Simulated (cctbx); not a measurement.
**A crystallographic session in cctbx: Tl6Hg3Te12As4**

Library: cctbx 2025.11. The data are simulated by the first script.

## 1. Simulate the data

run.py:

```python
from cctbx import adptbx, crystal, miller, sgtbx, xray
from cctbx.array_family import flex
from iotbx.shelx import hklf
from scitbx import matrix
import scitbx.random

cs = crystal.symmetry(unit_cell=(15.133, 15.133, 10.351, 90, 90, 120), space_group_symbol='Hall: R 3')  # R3
atoms = [  # label, site, U (iso, or U11 U22 U33 U12 U13 U23 in A^2), occupancy
    ("Tl1", (0.8269, 0.9395, 0.3784), (0.0028, 0.0045, 0.0045, 0.0014, -0.0003, -0.0007), 1),
    ("Tl2", (0.8837, 0.2588, 0.3584), (0.0041, 0.0033, 0.0053, 0.0009, -0.0005, -0.0001), 1),
    ("Hg1", (0.2486, 0.3541, 0.6948), (0.0023, 0.0035, 0.0025, 0.0016, -0.0009, -0.0006), 1),
    ("Te1", (0.935, 0.1271, 0.4436), (0.0040, 0.0035, 0.0026, 0.0024, -0.0009, -0.0012), 1),
    ("Te2", (0.7046, 0.2168, 0.4617), (0.0070, 0.0063, 0.0073, 0.0037, 0.0014, 0.0009), 1),
    ("Te3", (0.6354, 0.873, 0.4155), (0.0024, 0.0033, 0.0028, 0.0013, -0.0005, -0.0002), 1),
    ("Te4", (0.3869, 0.9619, 0.4347), (0.0019, 0.0021, 0.0017, 0.0010, -0.0000, 0.0001), 1),
    ("As1", (0, 0, 0.0019), (0.0035, 0.0035, 0.0059, 0.0017, 0.0000, 0.0000), 1),
    ("As2", (0.9503, 0.105, 0.6822), (0.0040, 0.0034, 0.0034, 0.0019, 0.0005, 0.0007), 1),
]
xs = xray.structure(crystal_symmetry=cs)
for label, site, u, occ in atoms:
    u = adptbx.u_cif_as_u_star(cs.unit_cell(), u) if isinstance(u, tuple) else u
    xs.add_scatterer(xray.scatterer(label, site=site, u=u, occupancy=occ))
xs.set_inelastic_form_factors(1.54184, "sasaki")
xs.show_summary()
p1 = xs.expand_to_p1()
ms = miller.build_set(p1, anomalous_flag=True, d_min=0.8)
flex.set_random_seed(233215)
scitbx.random.set_random_seed(233215)
ms = ms.select(flex.random_double(ms.size()) < 0.95)
i = ms.structure_factors_from_scatterers(p1, algorithm="direct").f_calc().as_intensity_array().data()
i = i * 5000 / flex.max(i)
sig = flex.sqrt(i + flex.pow2(0.06 * i) + 4 ** 2)
noise = scitbx.random.variate(scitbx.random.normal_distribution())(i.size())
data = ms.array(data=i + sig * noise, sigmas=sig).set_observation_type_xray_intensity()
with open("data.hkl", "w") as f:
    data.export_as_shelx_hklf(f)
print("reflections written:", data.size(), " <I/sigma> = %.1f" % flex.mean(data.data() / data.sigmas()))
for h, a, b in list(data.sort("data"))[:12]:
    print("%4d%4d%4d %9.1f %7.1f" % (h + (a, b)))
```

```console
$ python run.py
```

```text
Number of scatterers: 9
At special positions: 1
Unit cell: (15.133, 15.133, 10.351, 90, 90, 120)
Space group: R 3 :H (No. 146)
reflections written: 15848  <I/sigma> = 2.3
  -1  -3  -4    5257.7   308.2
   4  -1  -4    5221.0   308.2
   1   3   4    5157.6   306.5
   2  -7   0    5028.0   287.4
  -4   1   4    4964.7   306.5
  -3   4  -4    4876.4   308.2
   3  -4   4    4794.9   306.5
  -5  -2   0    4737.0   287.5
   7  -5   0    4685.8   287.5
  -2   7   0    4503.2   287.5
   5   2   0    4420.0   287.4
   0   0   3    4269.6   265.9
```

Run time: 0.64 s on 1 thread of Arm Neoverse N1, on a shared host, peak memory 0.08 GiB.

## 2. Symmetry

run.py:

```python
from cctbx import crystal, sgtbx, statistics
from cctbx.array_family import flex
from iotbx.shelx import hklf

p1 = crystal.symmetry(unit_cell=(15.133, 15.133, 10.351, 90, 90, 120), space_group_symbol="P 1")
raw = hklf.reader(file_name="data.hkl").as_miller_arrays(crystal_symmetry=p1, anomalous=True)[0]
print(raw.size(), "reflections to d = %.3f A" % raw.d_min())
isig = raw.data() / raw.sigmas()
print("centring   violations  <I/sigma> of those")
best = "P"
for c in "ABCIRF":
    a = raw.customized_copy(space_group_info=sgtbx.space_group_info("Hall: %s 1" % c)).sys_absent_flags().data()
    m = flex.mean(isig.select(a))
    print("%5s %10d of %5d %8.1f" % (c, (isig.select(a) > 4).count(True), a.count(True), m))
    if (isig.select(a) > 4).count(True) < 0.01 * a.count(True):
        best = c
raw = raw.select(~raw.customized_copy(space_group_info=sgtbx.space_group_info("Hall: %s 1" % best)).sys_absent_flags().data())
isig = raw.data() / raw.sigmas()
rows = []
for s in sgtbx.space_group_symbol_iterator():
    g = sgtbx.space_group(s)
    if g.conventional_centring_type_symbol() != best or not g.is_compatible_unit_cell(p1.unit_cell(), 1e-3, 0.02):
        continue
    rows.append((s, g))
print("Laue class    unique    Rint  (classes that these axes allow; Friedel mates merged)")
rint = {}
for s, g in rows:
    laue = g.build_derived_patterson_group()
    key = laue.type().hall_symbol()
    if key not in rint:
        m = raw.customized_copy(space_group_info=laue.info(), anomalous_flag=False).merge_equivalents()
        rint[key] = m.r_int()
        print("%-14s %6d %7.3f" % (laue.type().lookup_symbol(), m.array().size(), m.r_int()))
floor = min(rint.values())
good = [(s, g) for s, g in rows if rint[g.build_derived_patterson_group().type().hall_symbol()] < 2 * floor + 0.03]
top = max(g.build_derived_patterson_group().order_z() for s, g in good)
print("space group    extra absences  I>4sigma  <I/sigma>")
for s, g in good:
    laue = g.build_derived_patterson_group()
    if laue.order_z() != top:
        continue
    a = raw.customized_copy(space_group_info=g.info()).sys_absent_flags().data()
    a &= ~raw.customized_copy(space_group_info=laue.info()).sys_absent_flags().data()
    bad = (isig.select(a) > 4).count(True)
    if bad <= 0.03 * a.count(True):
        print("%-16s %8d %10d %9s  %s" % (s.universal_hermann_mauguin(), a.count(True), bad, "%.1f" % flex.mean(isig.select(a)) if a.count(True) else "-", "centric" if g.is_centric() else "acentric"))
laue = max(good, key=lambda t: t[1].build_derived_patterson_group().order_z())[1].build_derived_patterson_group()
f = raw.customized_copy(space_group_info=laue.info(), anomalous_flag=False).merge_equivalents().array().eliminate_sys_absent().f_sq_as_f()
f.set_observation_type_xray_amplitude()
bins = max(3, min(8, f.size() // 12))
f.setup_binner(n_bins=bins)
w = statistics.wilson_plot(f, {e: n / laue.order_z() for e, n in {'Tl': 18.0, 'Hg': 9.0, 'Te': 36.0, 'As': 12.0}.items()}, e_statistics=True)
print("Wilson B = %.2f A^2   <|E^2-1|> = %.3f (0.968 centric, 0.736 acentric)   E^2>4: %.1f %%" % (w.wilson_b, w.mean_e_sq_minus_1, w.percent_e_sq_gt_2))
print("shell (A)         n   <I/sigma>")
m = raw.customized_copy(space_group_info=laue.info(), anomalous_flag=False).merge_equivalents().array().eliminate_sys_absent()
for b in m.setup_binner(n_bins=bins).range_used():
    sel = m.binner().selection(b)
    print("%5.2f - %4.2f %6d %8.1f" % (min(m.binner().bin_d_range(b)[0] if m.binner().bin_d_range(b)[0] > 0 else 99, 99), m.binner().bin_d_range(b)[1], sel.count(True), flex.mean((m.data() / m.sigmas()).select(sel))))
```

```console
$ python run.py
```

```text
15848 reflections to d = 0.800 A
centring   violations  <I/sigma> of those
    A       1990 of  7882      2.3
    B       1989 of  7890      2.3
    C       1981 of  7898      2.3
    I       2020 of  7928      2.3
    R          0 of 10582      0.0
    F       2980 of 11835      2.3
Laue class    unique    Rint  (classes that these axes allow; Friedel mates merged)
R -3 :H           928   0.080
R -3 m :H         523   0.610
space group    extra absences  I>4sigma  <I/sigma>
R 3 :H                  0          0         -  acentric
R -3 :H                 0          0         -  centric
Wilson B = 0.30 A^2   <|E^2-1|> = 0.861 (0.968 centric, 0.736 acentric)   E^2>4: 3.7 %
shell (A)         n   <I/sigma>
 8.12 - 1.60    115     14.8
 1.60 - 1.27    117     14.9
 1.27 - 1.11    116     15.9
 1.11 - 1.01    110     14.9
 1.01 - 0.94    120     13.2
 0.94 - 0.88    119     13.3
 0.88 - 0.84    118     14.4
 0.84 - 0.80    113     15.0
```

Time: 0.48 s.

## 3. Charge flipping

run.py:

```python
import itertools
from cctbx import crystal, maptbx
from cctbx.array_family import flex
from iotbx.shelx import hklf
from smtbx.ab_initio import charge_flipping as cf

cs = crystal.symmetry(unit_cell=(15.133, 15.133, 10.351, 90, 90, 120), space_group_symbol='Hall: R 3')  # R3
raw = hklf.reader(file_name="data.hkl").as_miller_arrays(crystal_symmetry=cs, anomalous=True)[0]
merged = raw.eliminate_sys_absent().merge_equivalents()
fo2 = merged.array().set_observation_type_xray_intensity()
f = fo2.average_bijvoet_mates().f_sq_as_f().resolution_filter(d_min=0.8)
p1 = f.expand_to_p1()
p1.setup_binner_counting_sorted(reflections_per_bin=max(40, p1.size() // 12))
work = p1.array(data=p1.data() / p1.amplitude_quasi_normalisations().data())
flex.set_random_seed(68748)
it = cf.weak_reflection_improved_iterator(delta=None, weak_reflection_fraction=0.3)
it.start(work, phases=flex.random_double(p1.size()) * 6.2832, f_000=0)
it.delta = 0.9 * it.rho_map.sigma()
print("cycle      R  skewness")
for n, st in enumerate(itertools.islice(it, 150)):
    if n % 12 == 0:
        print("%5d %6.3f %8.2f" % (n, st.r1_factor(), st.rho_map.skewness()))
rho = p1.phase_transfer(it.f_calc).fft_map().apply_volume_scaling()
polish = cf.low_density_elimination_iterator(constant_rho_c=rho.sigma())
polish.start(f_obs=p1, phases=it.f_calc, f_000=0)
for _ in range(8):
    next(polish)
print("origin shift          correlation  skewness")
maps = []
for fc, shift, cc in itertools.islice(cf.f_calc_symmetrisations(f, polish.f_calc, 0), 4):
    m = f.phase_transfer(fc).fft_map(symmetry_flags=maptbx.use_space_group_symmetry, resolution_factor=0.25).apply_sigma_scaling()
    maps.append((m.skewness(), cc, m))
    print("%6.3f %6.3f %6.3f %10.3f %9.2f" % (tuple(shift) + (cc, m.skewness())))
skew, cc, m = max((t for t in maps if t[1] > maps[0][1] - 0.04), key=lambda t: t[0])
print("taken: symmetry correlation %.3f, skewness %.2f" % (cc, skew))
peaks = m.peak_search(parameters=maptbx.peak_search_parameters(min_distance_sym_equiv=0.9, max_clusters=14)).all()
sps = cs.special_position_settings(min_distance_sym_equiv=0.5)
print("peak      x       y       z  mult  height/sigma")
for k, (x, h) in enumerate(zip(peaks.sites(), peaks.heights())):
    ss = sps.site_symmetry(x)
    print("Q%-3d %7.4f %7.4f %7.4f %4d %8.1f" % ((k + 1,) + tuple(t % 1 for t in ss.exact_site()) + (ss.multiplicity(), h)))
```

```console
$ python run.py
```

```text
cycle      R  skewness
    0  0.567     0.28
   12  0.390     1.45
   24  0.376     1.55
   36  0.390     1.64
   48  0.389     1.77
   60  0.380     1.79
   72  0.390     1.83
   84  0.390     1.80
   96  0.394     1.88
  108  0.396     1.88
  120  0.406     2.06
  132  0.401     2.18
  144  0.406     2.26
origin shift          correlation  skewness
 0.284  0.702  0.000      0.893      1.51
 0.079  0.215 -0.000      0.893      1.61
 0.234  0.830 -0.000      0.893      1.44
 0.156  0.524  0.000      0.894      1.64
taken: symmetry correlation 0.894, skewness 1.64
peak      x       y       z  mult  height/sigma
Q1    0.0481  0.4367  0.5995    9      9.9
Q2    0.1709  0.0637  0.6125    9      7.7
Q3    0.0000  0.0000  0.9682    3      7.5
Q4    0.0890  0.7439  0.8545    9      7.3
Q5    0.1822  0.4471  0.5003    9      6.2
Q6    0.1353  0.0549  0.8507    9      6.1
Q7    0.0000  0.0000  0.1911    3      5.9
Q8    0.0153  0.4228  0.8771    9      5.5
Q9    0.0001  0.5288  0.7803    9      5.2
Q10   0.0429  0.8684  0.2805    9      5.1
Q11   0.0200  0.2286  0.8477    9      4.8
Q12   0.9976  0.4368  0.6932    9      4.8
Q13   0.0648  0.8363  0.7484    9      4.8
Q14   0.1289  0.4517  0.2647    9      4.7
```

Time: 1 s.

## 4. Refinement (model from the peaks)

run.py:

```python
import math
from cctbx import adptbx, crystal, maptbx, sgtbx, xray
from cctbx.array_family import flex
from cctbx.xray import observations
from iotbx.shelx import hklf
from scitbx.lstbx import normal_eqns_solving
from smtbx import absolute_structure, utils
from smtbx.refinement import constraints, least_squares

cs = crystal.symmetry(unit_cell=(15.133, 15.133, 10.351, 90, 90, 120), space_group_symbol='Hall: R 3')  # R3
atoms = [  # label, site, U (iso, or U11 U22 U33 U12 U13 U23 in A^2), occupancy
    ("Tl1", (0.0481, 0.4367, 0.5995), 0.0200, 1),
    ("Tl2", (0.1709, 0.0637, 0.6125), 0.0200, 1),
    ("As1", (0, 0, 0.9682), 0.0200, 1),
    ("Hg1", (0.089, 0.7439, 0.8545), 0.0200, 1),
    ("Te1", (0.1822, 0.4471, 0.5003), 0.0200, 1),
    ("Te2", (0.1353, 0.0549, 0.8507), 0.0200, 1),
    ("Te3", (0.0153, 0.4228, 0.8771), 0.0200, 1),
    ("Te4", (0.0001, 0.5288, 0.7803), 0.0200, 1),
    ("As2", (0.0429, 0.8684, 0.2805), 0.0200, 1),
]
xs = xray.structure(crystal_symmetry=cs)
for label, site, u, occ in atoms:
    u = adptbx.u_cif_as_u_star(cs.unit_cell(), u) if isinstance(u, tuple) else u
    xs.add_scatterer(xray.scatterer(label, site=site, u=u, occupancy=occ))
xs.set_inelastic_form_factors(1.54184, "sasaki")
raw = hklf.reader(file_name="data.hkl").as_miller_arrays(crystal_symmetry=cs, anomalous=True)[0]
merged = raw.eliminate_sys_absent().merge_equivalents()
fo2 = merged.array().set_observation_type_xray_intensity()
print("Rint %.3f, %d unique reflections to %.2f A" % (merged.r_int(), fo2.size(), fo2.d_min()))
for sc in xs.scatterers():
    sc.flags.set_grad_site(True)
    sc.flags.set_grad_u_aniso(sc.flags.use_u_aniso())
    sc.flags.set_grad_u_iso(sc.flags.use_u_iso())
obs = fo2.as_xray_observations()
extra = {}
rep = constraints.reparametrisation(xs, [], utils.connectivity_table(xs), **extra)
ls = least_squares.crystallographic_ls(obs, rep, weighting_scheme=least_squares.mainstream_shelx_weighting(a=0, b=0))
print("cycle     R1     wR2    GooF  max shift (A)")
for cycle in range(6):
    ls.build_up()
    r1, wr2, goof = ls.r1_factor(cutoff_factor=2)[0], ls.wR2(), ls.goof()
    old = xs.sites_cart()
    normal_eqns_solving.levenberg_marquardt_iterations(ls, n_max_iterations=3, tau=0.0001, step_threshold=1e-7)
    big = flex.max((xs.sites_cart() - old).norms())
    print("%4d %7.4f %7.4f %7.3f %9.5f" % (cycle + 1, r1, wr2, goof, big))
    ls.build_up(objective_only=True)
    if abs(ls.wR2() - wr2) < 5e-5 and big < 5e-4:
        break
ls.build_up()
print("final R1 %.4f wR2 %.4f GooF %.3f  parameters %d  data/parameter %.1f" % (ls.r1_factor(cutoff_factor=2)[0], ls.wR2(), ls.goof(), ls.n_parameters, fo2.size() / ls.n_parameters))
cov = ls.covariance_matrix_and_annotations()
su = dict(zip(cov.annotations, (math.sqrt(max(v, 0)) for v in cov.matrix.matrix_packed_u_diagonal())))
a2 = cs.unit_cell().reciprocal_parameters()[0] ** -2
print("atom        x        y        z      Ueq    occ   su(xyz)  su(Uiso or U11)")
for sc in xs.scatterers():
    s = max(su.get(sc.label + k, 0) for k in (".x", ".y", ".z"))
    npd = "" if sc.is_positive_definite_u(cs.unit_cell()) else "  NPD"
    print("%-5s %8.5f %8.5f %8.5f %8.4f %6.3f %8.5f %7.4f%s" % ((sc.label,) + sc.site + (sc.u_iso_or_equiv(cs.unit_cell()), sc.occupancy, s, su.get(sc.label + ".uiso", su.get(sc.label + ".u11", 0) * a2), npd)))
fo = fo2.f_sq_as_f()
fc = fo.structure_factors_from_scatterers(xs, algorithm="direct").f_calc()
diff = fo.f_obs_minus_f_calc(1 / math.sqrt(ls.scale_factor()), fc).average_bijvoet_mates()
m = diff.fft_map(symmetry_flags=maptbx.use_space_group_symmetry, resolution_factor=0.25).apply_volume_scaling()
print("difference map: max %.2f min %.2f rms %.2f" % (m.statistics().max(), m.statistics().min(), m.statistics().sigma()))
peaks = m.peak_search(parameters=maptbx.peak_search_parameters(min_distance_sym_equiv=0.6, max_clusters=5)).all()
near = xs.closest_distances(peaks.sites(), distance_cutoff=4)
sps = cs.special_position_settings(min_distance_sym_equiv=0.5)
for k, (x, h) in enumerate(zip(peaks.sites(), peaks.heights())):
    ss = sps.site_symmetry(x)
    print("Q%-3d %7.4f %7.4f %7.4f %4d %7.2f  %.2f A from %s" % ((k + 1,) + tuple(t % 1 for t in ss.exact_site()) + (ss.multiplicity(), h, near.smallest_distances[k], xs.scatterers()[near.i_seqs[k]].label)))
```

```console
$ python run.py
```

```text
Rint 0.064, 1855 unique reflections to 0.80 A
cycle     R1     wR2    GooF  max shift (A)
   1  0.6068  0.8907  10.833   0.07051
   2  0.5805  0.8751  10.643   0.05661
   3  0.5588  0.8605  10.465   0.04006
   4  0.5400  0.8470  10.302   0.03480
   5  0.5232  0.8343  10.146   0.03092
   6  0.5079  0.8222  10.000   0.02505
final R1 0.4941 wR2 0.8111 GooF 9.865  parameters 34  data/parameter 54.6
atom        x        y        z      Ueq    occ   su(xyz)  su(Uiso or U11)
Tl1    0.04553  0.44937  0.60550   0.0043  1.000  0.00164  0.0030
Tl2    0.17711  0.06393  0.60616   0.0159  1.000  0.00207  0.0048
As1    0.00000  0.00000  0.96742   0.0205  1.000  0.01062  0.0244
Hg1    0.08727  0.74091  0.85376   0.0119  1.000  0.00186  0.0044
Te1    0.19030  0.44163  0.50358   0.0185  1.000  0.00331  0.0070
Te2    0.13985  0.05736  0.85435   0.0144  1.000  0.00331  0.0064
Te3    0.02332  0.42102  0.87080   0.0179  1.000  0.00351  0.0073
Te4   -0.00563  0.53016  0.78215   0.0212  1.000  0.00372  0.0076
As2    0.04203  0.87048  0.28154   0.0177  1.000  0.00638  0.0147
difference map: max 228.42 min -73.44 rms 15.39
Q1    0.0386  0.4449  0.6062    9  240.57  0.09 A from Tl1
Q2    0.1793  0.0606  0.6025    9  192.39  0.08 A from Tl2
Q3    0.0901  0.7439  0.8536    9  168.45  0.04 A from Hg1
Q4    0.0469  0.8699  0.2716    9  158.09  0.13 A from As2
Q5    0.1053  0.7488  0.6125    9  134.39  2.23 A from Te1
```

Time: 0.94 s.

Figures of merit this high mean that the model is still wrong or incomplete.

## 5. Charge flipping

run.py, as its changes from the last script of this kind:

```diff
@@ -13,3 +13,2 @@
-p1.setup_binner_counting_sorted(reflections_per_bin=max(40, p1.size() // 12))
-work = p1.array(data=p1.data() / p1.amplitude_quasi_normalisations().data())
-flex.set_random_seed(68748)
+work = p1
+flex.set_random_seed(68749)
@@ -20,2 +19,2 @@
-for n, st in enumerate(itertools.islice(it, 150)):
-    if n % 12 == 0:
+for n, st in enumerate(itertools.islice(it, 300)):
+    if n % 25 == 0:
```

```console
$ python run.py
```

```text
cycle      R  skewness
    0  0.539     0.57
   25  0.399     4.88
   50  0.375     4.95
   75  0.372     4.95
  100  0.357     5.03
  125  0.354     4.99
  150  0.349     4.95
  175  0.355     4.91
  200  0.356     4.93
  225  0.356     4.95
  250  0.358     4.96
  275  0.355     5.00
origin shift          correlation  skewness
 0.201  0.867 -0.000      0.896      1.55
 0.251  0.738 -0.000      0.896      1.61
 0.132  0.864 -0.000      0.892      1.60
 0.046  0.251 -0.000      0.897      1.74
taken: symmetry correlation 0.897, skewness 1.74
peak      x       y       z  mult  height/sigma
Q1    0.0380  0.7900  0.3308    9      8.9
Q2    0.0092  0.3123  0.9942    9      7.7
Q3    0.1481  0.3591  0.9747    9      7.2
Q4    0.0375  0.7568  0.6500    9      7.1
Q5    0.0390  0.1650  0.0675    9      6.8
Q6    0.9966  0.1616  0.8897    9      6.6
Q7    0.0467  0.8602  0.5870    9      6.3
Q8    0.1175  0.0712  0.6657    9      6.1
Q9    0.0062  0.7544  0.9853    9      6.0
Q10   0.1437  0.3750  0.2654    9      5.7
Q11   0.1577  0.7778  0.9264    9      5.6
Q12   0.1068  0.7495  0.1882    9      5.5
Q13   0.0672  0.4748  0.9203    9      5.3
Q14   0.0492  0.0381  0.2660    9      5.2
```

Time: 1.4 s.

[Logs are printed without paths, hosts, clocks, repeated set-up lines and the standing remarks that a program may print on its own settings, such as how far it seeks lower states.]
